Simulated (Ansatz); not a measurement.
## A hypothetical structure for K2MoCl4

Starting from a made-up structure for K2MoCl4, the aim is the relaxed cell, its shortest contacts and, where a second run follows, its electronic structure.

Program: Ansatz 0.2.0. Level of theory: DFT, PBE, plane-wave PAW, files of the set soft_1, scalar-relativistic, no spin, cell and ions relaxed at zero pressure; PAW set soft_1. Results are calculated unless marked as measured.

### Step 1. Set-up

The structure is tetragonal, space group P4/mmm (No. 123). Conventional cell: a = 7.041 Å, b = 7.041 Å, c = 4.218 Å, α = 90.00°, β = 90.00°, γ = 90.00°. Nearest to Mo lie 4 Cl at 2.35 Å. K has 8 Cl at 3.27 Å nearest. Cl has 1 Mo at 2.35 Å and 4 K at 3.27 Å nearest. Farther neighbours and most contacts between anions are not listed.

Structure file:

```cif
data_structure
_symmetry_space_group_name_H-M 'P 1'
_symmetry_Int_Tables_number 1
_cell_length_a 7.0410
_cell_length_b 7.0410
_cell_length_c 4.2180
_cell_angle_alpha 90.000
_cell_angle_beta 90.000
_cell_angle_gamma 90.000
_cell_volume 209.11
loop_
_atom_site_label
_atom_site_type_symbol
_atom_site_fract_x
_atom_site_fract_y
_atom_site_fract_z
_atom_site_occupancy
Mo1 Mo 0.00000 0.00000 0.00000 1
K2 K 0.50000 0.00000 0.50000 1
K3 K 0.00000 0.50000 0.50000 1
Cl4 Cl 0.23600 0.76400 0.00000 1
Cl5 Cl 0.76400 0.76400 0.00000 1
Cl6 Cl 0.76400 0.23600 0.00000 1
Cl7 Cl 0.23600 0.23600 0.00000 1
```

### Step 2. Relaxation of the guess

The guessed cell has no reason to be at equilibrium. It is relaxed with the atoms, within the space group of the guess.

The input, input.yaml:

```yaml
crystal:
  lattice:
    - [7.041, 0.0, 0.0]
    - [0.0, 7.041, 0.0]
    - [0.0, 0.0, 4.218]
  atoms:
    - { symbol: Mo, position: [0.0, 0.0, 0.0] }
    - { symbol: K, position: [0.5, 0.0, 0.5] }
    - { symbol: K, position: [0.0, 0.5, 0.5] }
    - { symbol: Cl, position: [0.236, 0.764, 0.0] }
    - { symbol: Cl, position: [0.764, 0.764, 0.0] }
    - { symbol: Cl, position: [0.764, 0.236, 0.0] }
    - { symbol: Cl, position: [0.236, 0.236, 0.0] }
kpoints:
  mp_grid: { grid: [4, 4, 6] }
scf:
  occupations: { method: fermi_dirac, width: 0.05 }
hamiltonian:
  xc: pbe
  pseudopotentials: { kind: paw, azcp: { folder: soft_1 } }
relax:
  f_tol: 0.015
  max_steps: 70
  cell: {}
output:
  forces: true
  stress: true
```

The run is started by

```console
$ ansatz run input.yaml --threads 4 --pin off --max-ram 10240MiB --backend cpu --events-out ev --progress --plain --runs-dir out
```

Numbers of over 12 decimals in the logs are rounded to 6 here.

Log:

```text
Engine: ansatz 0.2.0, x86_64-unknown-linux-gnu
Pseudopotentials: kind: paw
Pseudopotential: Mo, paw, valence charge 14, recommended cutoff 420 eV (normal), soft_1/Mo.paw.azcp
Pseudopotential: K, paw, valence charge 9, recommended cutoff 420 eV (normal), soft_1/K.paw.azcp
Pseudopotential: Cl, paw, valence charge 7, recommended cutoff 420 eV (normal), soft_1/Cl.paw.azcp
Functional definition: PBE
  parameter kappa = 0.804
  parameter beta = 0.066725
  exchange = pbe_x(kappa = kappa, mu = beta*pi^2/3)
  correlation = pbe_c(beta = beta)
Crystal: 7 atoms, lattice volume = 209.110 Å³
Basis set: ecut = 420 eV, 4075 PW (Γ), exchange–correlation on 96×96×60 points (8 copies of the dense FFT grid, shifted against one another)
Bands: 37, of which v1, the nominal top of the filled ones, is band 30 counted from 1 (29 counted from 0)
Symmetry: 16 space group operations
Space group: P4/mmm (ITA 123), of the structure as read, at distance tolerance 5.9e-5 Å
k-points: 24 of 96
Non-local potential: Mo, projectors of the file, l = 0: 3, l = 1: 2, l = 2: 2, l = 3: 1
Non-local potential: K, projectors of the file, l = 0: 3, l = 1: 2, l = 2: 2
Non-local potential: Cl, projectors of the file, l = 0: 2, l = 1: 2, l = 2: 1
PAW form: soft (Blöchl's): semilocal exchange-correlation on the pseudo side does not see the compensation charge
PAW one-centre angular grid: Mo, 590 points (default); XC on 64 Gauss nodes
PAW one-centre angular grid: K, 110 points (default); XC on 64 Gauss nodes
PAW one-centre angular grid: Cl, 110 points (default); XC on 64 Gauss nodes
Initial density: superposition of atomic densities (chi_scale 0.1, normalization cell, long waves kept (reshape's long-wave potential 0.02 eV rms))
Initial wavefunctions: pseudopotential atomic-orbital guess
Functional: x = pbe(κ = 0.804, μ = 0.219515), c = pbe(β = 0.066725)
SCF iter   1: F=—  HF=-12359.951935 eV  |F-HF|=—  |Δ(HF+E_count)|=         —  Δρ=4.30e-2  dr2=6.35e0  ethr=3.10e-3  ⟨swp⟩=10.8  Hψ=4685  notcnv=0  defer=1
preconditioner: auto → LDOS  [metal: Δε(μ)=0.005 eV  Ē_g=11.811 eV  σ=0.050 eV  W_gap=0.02  n_scr=38 (ndim 8)  ℏωp=17.8 eV  f_vac=0.081  D(μ)=10.20/eV (n_scr^D=86)  β→1.0]
SCF iter   2: F=—  HF=-12357.583269 eV  |F-HF|=—  |Δ(HF+E_count)|=    2.37e0  Δρ=4.03e-2  dr2=2.29e0  ethr=3.10e-3  ⟨swp⟩=5.4  Hψ=2127  notcnv=0  defer=24
SCF iter   3: F=—  HF=-12357.382580 eV  |F-HF|=—  |Δ(HF+E_count)|=   2.01e-1  Δρ=2.91e-2  dr2=1.17e0  ethr=3.10e-3  ⟨swp⟩=3.2  Hψ=2047  notcnv=0  defer=23
SCF iter   4: F=—  HF=-12357.130349 eV  |F-HF|=—  |Δ(HF+E_count)|=   2.52e-1  Δρ=5.61e-3  dr2=7.16e-2  ethr=1.95e-3  ⟨swp⟩=2.1  Hψ=1088  notcnv=0  defer=24
SCF iter   5: F=—  HF=-12357.126499 eV  |F-HF|=—  |Δ(HF+E_count)|=   3.85e-3  Δρ=2.38e-3  dr2=2.28e-2  ethr=1.19e-4  ⟨swp⟩=2.7  Hψ=1110  notcnv=0  defer=24
SCF iter   6: F=—  HF=-12357.125793 eV  |F-HF|=—  |Δ(HF+E_count)|=   7.06e-4  Δρ=1.47e-3  dr2=1.24e-2  ethr=3.81e-5  ⟨swp⟩=1.0  Hψ=864  notcnv=0  defer=24
SCF iter   7: F=—  HF=-12357.124705 eV  |F-HF|=—  |Δ(HF+E_count)|=   1.09e-3  Δρ=8.86e-4  dr2=5.45e-3  ethr=2.06e-5  ⟨swp⟩=1.9  Hψ=913  notcnv=0  defer=24
SCF iter   8: F=—  HF=-12357.123950 eV  |F-HF|=—  |Δ(HF+E_count)|=   7.55e-4  Δρ=4.92e-4  dr2=1.26e-3  ethr=9.08e-6  ⟨swp⟩=1.9  Hψ=1042  notcnv=0  defer=24
SCF iter   9: F=—  HF=-12357.123811 eV  |F-HF|=—  |Δ(HF+E_count)|=   1.38e-4  Δρ=1.63e-4  dr2=2.39e-5  ethr=2.10e-6  ⟨swp⟩=2.1  Hψ=1159  notcnv=0  defer=24
SCF iter  10: F=—  HF=-12357.123916 eV  |F-HF|=—  |Δ(HF+E_count)|=   1.05e-4  Δρ=5.70e-5  dr2=4.92e-6  ethr=3.98e-8  ⟨swp⟩=2.0  Hψ=1591  notcnv=0  defer=24
SCF iter  11: F=—  HF=-12357.123916 eV  |F-HF|=—  |Δ(HF+E_count)|=   1.08e-7  Δρ=1.50e-5  dr2=3.63e-7  ethr=8.20e-9  ⟨swp⟩=2.1  Hψ=989  notcnv=0  defer=24
SCF iter  12: F=-12357.123916 eV  HF=-12357.123916 eV  |F-HF|=3.24e-9  |Δ(HF+E_count)|=   3.38e-8  Δρ=1.91e-6  dr2=6.78e-9  ethr=1.67e-10  ⟨swp⟩=4.8  Hψ=3129  notcnv=0
SCF 1 converged in 12 iterations: F = -12357.123916 eV  dr2 = 6.78e-9
  greatest PAW one-centre occupation: 0.999 electrons in one spin orbital (limit 2), on the Mo atom at site 0 (counted from 0), in its partial waves of l = 0
relax step   1: F+E_penalty+E_count = -12357.12391637 eV  Δ(F+E_penalty+E_count) = +0.000e0 eV  max|allowed force component| = 3.872e-1 eV/Å  Δτ_max = 0.0000 Å  P = +1.217 GPa  Ω = 209.110 Å³  (12 SCF iters, dr2 threshold 1.00e-7 eV, accepted)
Crystal: 7 atoms, lattice volume = 209.616 Å³
Basis set: ecut = 420 eV, 4093 PW (Γ), exchange–correlation on 96×96×60 points (8 copies of the dense FFT grid, shifted against one another)
Initial density: handed on by an earlier stage of this run
Initial wavefunctions: those handed on with the density
iter 1 solved again at ethr=2.14e-4 eV; its pass at ethr=3.10e-3 eV (dr2=1.28e-1 eV) is discarded
SCF iter   1: F=—  HF=-12357.301228 eV  |F-HF|=—  |Δ(HF+E_count)|=         —  Δρ=7.26e-3  dr2=1.28e-1  ethr=2.14e-4  ⟨swp⟩=2.7  Hψ=5365  notcnv=0
preconditioner: auto → LDOS  [metal: Δε(μ)=0.031 eV  Ē_g=11.439 eV  σ=0.050 eV  W_gap=0.15  n_scr=38 (ndim 8)  ℏωp=17.8 eV  f_vac=0.123  D(μ)=14.19/eV (n_scr^D=140)  β→1.0]
SCF iter   2: F=—  HF=-12357.343463 eV  |F-HF|=—  |Δ(HF+E_count)|=   4.22e-2  Δρ=1.71e-2  dr2=4.09e-1  ethr=2.13e-4  ⟨swp⟩=2.9  Hψ=2044  notcnv=0  recentre
SCF iter   3: F=—  HF=-12357.290564 eV  |F-HF|=—  |Δ(HF+E_count)|=   5.29e-2  Δρ=3.75e-3  dr2=4.96e-2  ethr=2.13e-4  ⟨swp⟩=2.6  Hψ=1857  notcnv=0  defer=12
SCF iter   4: F=—  HF=-12357.285399 eV  |F-HF|=—  |Δ(HF+E_count)|=   5.16e-3  Δρ=1.68e-3  dr2=1.36e-2  ethr=8.26e-5  ⟨swp⟩=1.2  Hψ=977  notcnv=0  defer=12
SCF iter   5: F=—  HF=-12357.283909 eV  |F-HF|=—  |Δ(HF+E_count)|=   1.49e-3  Δρ=9.90e-4  dr2=5.02e-3  ethr=2.26e-5  ⟨swp⟩=1.8  Hψ=889  notcnv=0  defer=12
SCF iter   6: F=—  HF=-12357.283151 eV  |F-HF|=—  |Δ(HF+E_count)|=   7.58e-4  Δρ=1.70e-4  dr2=7.04e-5  ethr=8.37e-6  ⟨swp⟩=2.0  Hψ=1174  notcnv=0  defer=14
SCF iter   7: F=—  HF=-12357.283270 eV  |F-HF|=—  |Δ(HF+E_count)|=   1.19e-4  Δρ=6.22e-5  dr2=1.17e-5  ethr=1.17e-7  ⟨swp⟩=2.9  Hψ=1734  notcnv=0  defer=14
SCF iter   8: F=—  HF=-12357.283276 eV  |F-HF|=—  |Δ(HF+E_count)|=   5.86e-6  Δρ=1.69e-5  dr2=1.01e-6  ethr=1.95e-8  ⟨swp⟩=2.0  Hψ=1211  notcnv=0  defer=14
SCF iter   9: F=-12357.283276 eV  HF=-12357.283276 eV  |F-HF|=1.82e-11  |Δ(HF+E_count)|=   5.83e-9  Δρ=4.29e-6  dr2=3.22e-8  ethr=1.17e-9  ⟨swp⟩=5.0  Hψ=3287  notcnv=0
SCF 2 converged in 9 iterations: F = -12357.283276 eV  dr2 = 3.22e-8
[...]
SCF iter   2: F=—  HF=-12357.419920 eV  |F-HF|=—  |Δ(HF+E_count)|=   1.58e-2  Δρ=1.19e-2  dr2=1.92e-1  ethr=1.09e-4  ⟨swp⟩=2.7  Hψ=1938  notcnv=0  recentre
SCF iter   3: F=—  HF=-12357.397792 eV  |F-HF|=—  |Δ(HF+E_count)|=   2.21e-2  Δρ=2.90e-3  dr2=2.63e-2  ethr=1.09e-4  ⟨swp⟩=2.3  Hψ=1835  notcnv=0  defer=6
SCF iter   4: F=—  HF=-12357.394594 eV  |F-HF|=—  |Δ(HF+E_count)|=   3.20e-3  Δρ=1.11e-3  dr2=5.94e-3  ethr=4.39e-5  ⟨swp⟩=1.0  Hψ=948  notcnv=0  defer=8
SCF iter   5: F=—  HF=-12357.393808 eV  |F-HF|=—  |Δ(HF+E_count)|=   7.86e-4  Δρ=8.61e-4  dr2=1.79e-3  ethr=9.91e-6  ⟨swp⟩=1.8  Hψ=922  notcnv=0  defer=8
SCF iter   6: F=—  HF=-12357.393680 eV  |F-HF|=—  |Δ(HF+E_count)|=   1.27e-4  Δρ=1.72e-4  dr2=1.27e-4  ethr=2.99e-6  ⟨swp⟩=2.0  Hψ=941  notcnv=0  defer=8
SCF iter   7: F=—  HF=-12357.393725 eV  |F-HF|=—  |Δ(HF+E_count)|=   4.47e-5  Δρ=3.27e-5  dr2=2.74e-6  ethr=2.12e-7  ⟨swp⟩=2.0  Hψ=1214  notcnv=0  defer=9
SCF iter   8: F=-12357.393726 eV  HF=-12357.393726 eV  |F-HF|=3.82e-8  |Δ(HF+E_count)|=   9.65e-7  Δρ=1.47e-5  dr2=4.47e-7  ethr=1.17e-9  ⟨swp⟩=5.0  Hψ=3542  notcnv=0
SCF 3 converged in 8 iterations: F = -12357.393726 eV  dr2 = 4.47e-7
relax step   3: F+E_penalty+E_count = -12357.39372596 eV  Δ(F+E_penalty+E_count) = -1.105e-1 eV  max|allowed force component| = 3.362e-2 eV/Å  Δτ_max = 0.0240 Å  P = -0.382 GPa  Ω = 205.925 Å³  energy of the carried Pulay correction = +1.040e-4 eV  (8 SCF iters, dr2 threshold 7.00e-7 eV, accepted)
[...]
relax step   4: F+E_penalty+E_count = -12357.47829294 eV  Δ(F+E_penalty+E_count) = -8.457e-2 eV  max|allowed force component| = 4.183e-2 eV/Å  Δτ_max = 0.0236 Å  P = -0.178 GPa  Ω = 199.631 Å³  energy of the carried Pulay correction = +3.142e-4 eV  (8 SCF iters, dr2 threshold 7.00e-7 eV, accepted)
[...]
relax step   5: F+E_penalty+E_count = -12357.50540563 eV  Δ(F+E_penalty+E_count) = -2.711e-2 eV  max|allowed force component| = 7.543e-3 eV/Å  Δτ_max = 0.0399 Å  P = +0.211 GPa  Ω = 194.873 Å³  energy of the carried Pulay correction = +4.775e-4 eV  (7 SCF iters, dr2 threshold 7.00e-7 eV, accepted)
[...]
relax step   6: F+E_penalty+E_count = -12357.50863732 eV  Δ(F+E_penalty+E_count) = -3.232e-3 eV  max|allowed force component| = 1.117e-2 eV/Å  Δτ_max = 0.0055 Å  P = +0.004 GPa  Ω = 198.149 Å³  energy of the carried Pulay correction = +3.646e-4 eV  (7 SCF iters, dr2 threshold 4.36e-7 eV, accepted)
Basis set: ecut = 420 eV, 3875 PW (Γ), exchange–correlation on 108×108×48 points (8 copies of the dense FFT grid, shifted against one another)
Initial wavefunctions: pseudopotential atomic-orbital guess (no wavefunctions were taken with the density)
iter 1 solved again at ethr=1.31e-6 eV; its pass at ethr=3.10e-3 eV (dr2=7.83e-4 eV) is discarded
SCF iter   1: F=—  HF=-12357.508702 eV  |F-HF|=—  |Δ(HF+E_count)|=         —  Δρ=9.29e-5  dr2=1.56e-6  ethr=1.31e-6  ⟨swp⟩=3.0  Hψ=6663  notcnv=0
eigensolver tolerance schedule: the retry pair's looser diagonalisation over-reported the residual by 502.42 of it (diagonalisation noise at 0.27 of the residual, at the tolerance the schedule requests for it); recorded, not acted on — ethr = c·dr2/N_el stays at c = 1.0e-1
preconditioner: auto → LDOS  [metal: Δε(μ)=0.026 eV  Ē_g=11.497 eV  σ=0.050 eV  W_gap=0.13  n_scr=38 (ndim 8)  ℏωp=18.3 eV  f_vac=0.142  D(μ)=7.01/eV (n_scr^D=54)  β→1.0]
SCF iter   2: F=—  HF=-12357.509056 eV  |F-HF|=—  |Δ(HF+E_count)|=   3.55e-4  Δρ=1.25e-5  dr2=3.13e-7  ethr=2.59e-9  ⟨swp⟩=2.8  Hψ=1728  notcnv=0
SCF iter   3: F=—  HF=-12357.509056 eV  |F-HF|=—  |Δ(HF+E_count)|=   4.89e-8  Δρ=9.27e-6  dr2=1.20e-7  ethr=5.22e-10  ⟨swp⟩=2.0  Hψ=1614  notcnv=0
SCF iter   4: F=—  HF=-12357.509056 eV  |F-HF|=—  |Δ(HF+E_count)|=   1.64e-8  Δρ=3.26e-6  dr2=1.70e-8  ethr=2.00e-10  ⟨swp⟩=2.5  Hψ=1394  notcnv=0
SCF iter   5: F=—  HF=-12357.509056 eV  |F-HF|=—  |Δ(HF+E_count)|=   2.32e-9  Δρ=1.61e-6  dr2=3.68e-9  ethr=2.83e-11  ⟨swp⟩=2.0  Hψ=1190  notcnv=0
SCF iter   6: F=—  HF=-12357.509056 eV  |F-HF|=—  |Δ(HF+E_count)|=  3.84e-10  Δρ=6.30e-7  dr2=2.35e-9  ethr=6.14e-12  ⟨swp⟩=2.5  Hψ=1550  notcnv=0
SCF iter   7: F=—  HF=-12357.509056 eV  |F-HF|=—  |Δ(HF+E_count)|=  3.53e-10  Δρ=2.63e-7  dr2=3.18e-10  ethr=3.92e-12  ⟨swp⟩=2.0  Hψ=945  notcnv=0
SCF iter   8: F=-12357.509056 eV  HF=-12357.509056 eV  |F-HF|=9.09e-12  |Δ(HF+E_count)|=  1.46e-11  Δρ=8.41e-8  dr2=1.61e-11  ethr=1.00e-12  ⟨swp⟩=3.8  Hψ=3524  notcnv=0
SCF 7 converged in 8 iterations: F = -12357.509056 eV  dr2 = 1.61e-11
relax step   7: F+E_penalty+E_count = -12357.50905604 eV  Δ(F+E_penalty+E_count) = -4.187e-4 eV  max|allowed force component| = 1.094e-2 eV/Å  Δτ_max = 0.0000 Å  P = +0.004 GPa  Ω = 198.149 Å³  stress off target by 2.76e-2 GPa  SCF on the basis re-selected at this cell (its energy is not comparable with the rows above)  (8 SCF iters)
basis re-selected at this cell: Δ(F+E_penalty+E_count) = -4.187e-4 eV, ΔP = -0.000 GPa vs the last step (what re-selecting the basis moved, of the pressure what is left beyond the Pulay correction that the steps carried, after the strain that the cell walked since its last selection, with what the two solves' SCF thresholds leave and, on support functions, any second-order correction that the steps lacked; it is no measure of the basis error at this ecutwfc). The dense FFT grid was sized anew with the basis: this SCF ran on 54×54×24 points, the steps before it on 48×48×30, so part of this shift can come from that change (see relax.cell in the input reference). [rest of the remark cut]
SCF converged after 8 iterations
Free energy (F): -12357.509056 eV
Harris-Foulkes:  -12357.509056 eV  (|F-HF|=9.09e-12)
Internal energy: -12357.451065 eV  (E = F + TS)
E sigma→0 (E₀):  -12357.480060 eV
Entropy (-TS):   -0.057991 eV (-8.284 meV/atom)
Fermi energy:    5.208991 eV
--- Per-component energies (eV) ---
  E_band       = -554.389144
  E_kinetic    = 1541.609076
  E_local      = -4572.233413  (includes V_loc(G=0)·N_el)
  E_nonlocal   = 301.758669
  E_hartree    = 1709.738763
  E_xc         = -875.480629
  E_vxc        = -1014.418021  (∫ρ·V_xc dr)
  E_paw        = -7413.272209  (= ΣΔE_a)
  E_vpaw       = -230.583509  (= ΣTr[D̂ρ^β])
  E_aug_tail   = 0.000462  (compensation charges beyond the density's cutoff)
  E_ewald      = -3049.571784
  E_smearing   = -0.057991  (= −TS)
  E_closure    = 0.000000  (closes the sum)
  Σ components = -12357.509056   (vs F -12357.509056, Δ=0.00e0)
--- Forces (eV/Å), atoms counted from 1 ---
  atom   1  Mo     0.00000000     0.00000000     0.00000000
  atom   2  K      0.00000000     0.00000000     0.00000000
  atom   3  K      0.00000000    -0.00000000     0.00000000
  atom   4  Cl     0.01093786    -0.01093786     0.00000000
  atom   5  Cl    -0.01093786    -0.01093786     0.00000000
  atom   6  Cl    -0.01093786     0.01093786     0.00000000
  atom   7  Cl     0.01093786     0.01093786     0.00000000
  max |Σ_I F_I| component: 3.47e-18 eV/Å
--- Stress (GPa, compression-positive) ---
        0.019628      -0.000000       0.000000
       -0.000000       0.019628       0.000000
        0.000000       0.000000      -0.027637
  P = ⅓ Tr σ = 0.0039 GPa (0.039 kbar)
--- Relaxed structure (6 steps of the walk, 6 accepted, 1 SCFs on fresh bases) ---
  F+E_penalty+E_count = -12357.50905604 eV   max|allowed force component| = 1.094e-2 eV/Å   (the final SCF, on the basis selected at the relaxed cell)
  cell:  # Å, volume = 198.1494 Å³
    - [7.537441, 0, 0.0]
    - [0, 7.537441, 0.0]
    - [0.0, 0.0, 3.487746]
  atoms:
    - { symbol: Mo, position: [4.927491765308363e-19, 0, 0.0] }
    - { symbol: K, position: [0.5, 0, 0.5] }
    - { symbol: K, position: [4.927491765308357e-19, 0.5, 0.5] }
    - { symbol: Cl, position: [0.226594, 0.773406, 0.0] }
    - { symbol: Cl, position: [0.773406, 0.773406, 0.0] }
    - { symbol: Cl, position: [0.773406, 0.226594, 0.0] }
    - { symbol: Cl, position: [0.226594, 0.226594, 0.0] }
```

It took 13 s on 4 threads of INTEL XEON PLATINUM 8581C at 2.10GHz (Emerald Rapids), shared host; peak memory 0.67 GiB; 48 s of CPU time.

This run has no spin polarisation, although Mo can carry a moment.

Step by step:

| step | energy less that of the first step (eV) | largest force component (eV/Å) | pressure (GPa) | volume (Å³) |
| --- | --- | --- | --- | --- |
| 1 | 0.0000 | 0.3872 | 1.22 | 209.11 |
| 2 | -0.1594 | 0.0327 | -0.15 | 209.62 |
| 3 | -0.2698 | 0.0336 | -0.38 | 205.93 |
| 4 | -0.3544 | 0.0418 | -0.18 | 199.63 |
| 5 | -0.3815 | 0.0075 | 0.21 | 194.87 |
| 6 | -0.3847 | 0.0112 | 0.00 | 198.15 |
| 7* | -0.3851 | 0.0109 | 0.00 | 198.15 |

Relaxation steps marked * repeat the geometry before them on a plane-wave basis chosen anew for their cell, so energy and pressure can jump there.

The run keeps the 16 symmetry operations that it works with, so distortions that break them were not tested.

```csv
cell as run,before,after,change
a (Å),7.041,7.537,+7.1 %
b (Å),7.041,7.537,+7.1 %
c (Å),4.218,3.488,-17.3 %
volume (Å³/atom),29.87,28.31,-5.2 %
```

The atoms that moved most (Å, as changes of fractional coordinates times the final cell):

| atom | dx | dy | dz | length |
| --- | --- | --- | --- | --- |
| Cl4 | -0.071 | 0.071 | 0.000 | 0.100 |
| Cl7 | -0.071 | -0.071 | 0.000 | 0.100 |
| Cl6 | 0.071 | -0.071 | 0.000 | 0.100 |
| Cl5 | 0.071 | 0.071 | 0.000 | 0.100 |

Final coordinates:

```
Mo K Cl
1.0
     7.53744    0.00000    0.00000
     0.00000    7.53744    0.00000
     0.00000    0.00000    3.48775
Mo K Cl
1 2 4
Direct
  0.00000 0.00000 0.00000
  0.50000 0.00000 0.50000
  0.00000 0.50000 0.50000
  0.22659 0.77341 0.00000
  0.77341 0.77341 0.00000
  0.77341 0.22659 0.00000
  0.22659 0.22659 0.00000
```

This step gave:

- free energy: -12357.5091 eV
- energy at zero smearing: -12357.4801 eV
- smearing term TS: 0.05799 eV
- Fermi energy: 5.209 eV
- electrons: 60
- symmetry operations: 16
- pressure: 0.003873 GPa

Shortest distances by pair of elements, guess and relaxed (not always the same contact):

| pair | guess (Å) | relaxed (Å) |
| --- | --- | --- |
| Cl–Mo | 2.350 | 2.415 |
| Cl–K | 3.266 | 3.195 |
| Cl–Cl | 3.323 | 3.416 |
| Mo–Mo | 4.218 | 3.488 |
| K–K | 4.218 | 3.488 |

The relaxation ends with a largest force component of 0.011 eV/Å and a pressure of 0.00 GPa.

### Step 3. Results

```
space group, relaxed : P4/mmm
conventional cell    : a = 7.537, b = 7.537, c = 3.488 Å; α = 90.0°, β = 90.0°, γ = 90.0°
volume per atom      : 28.31 Å³ (guess 29.87)
```

What this shows: K2MoCl4 relaxes to P4/mmm with a = 7.537, b = 7.537 and c = 3.488 Å. The guessed volume was 6 % too large. The space group P4/mmm was held in the relaxation, so the end point is a stationary structure within it and may be a saddle against distortions or other arrangements. Mesh and cutoff weren't tested. A vector of the cell changed its length by 17 %, more than the volume shows. No dispersion term is used, so weakly bound directions may come out too long. The runs have no spin, and magnetism wasn't tested. Nothing here tests whether the compound is stable against decomposition.

[Logs are printed without paths, hosts, clocks, repeated set-up lines and the standing remarks that a program may print on its own settings, such as how far it seeks lower states.]

[Hosts, paths, dates, database ids (printed as entryN), source tags and the programs' standing remarks are cut or masked in the printed files.]
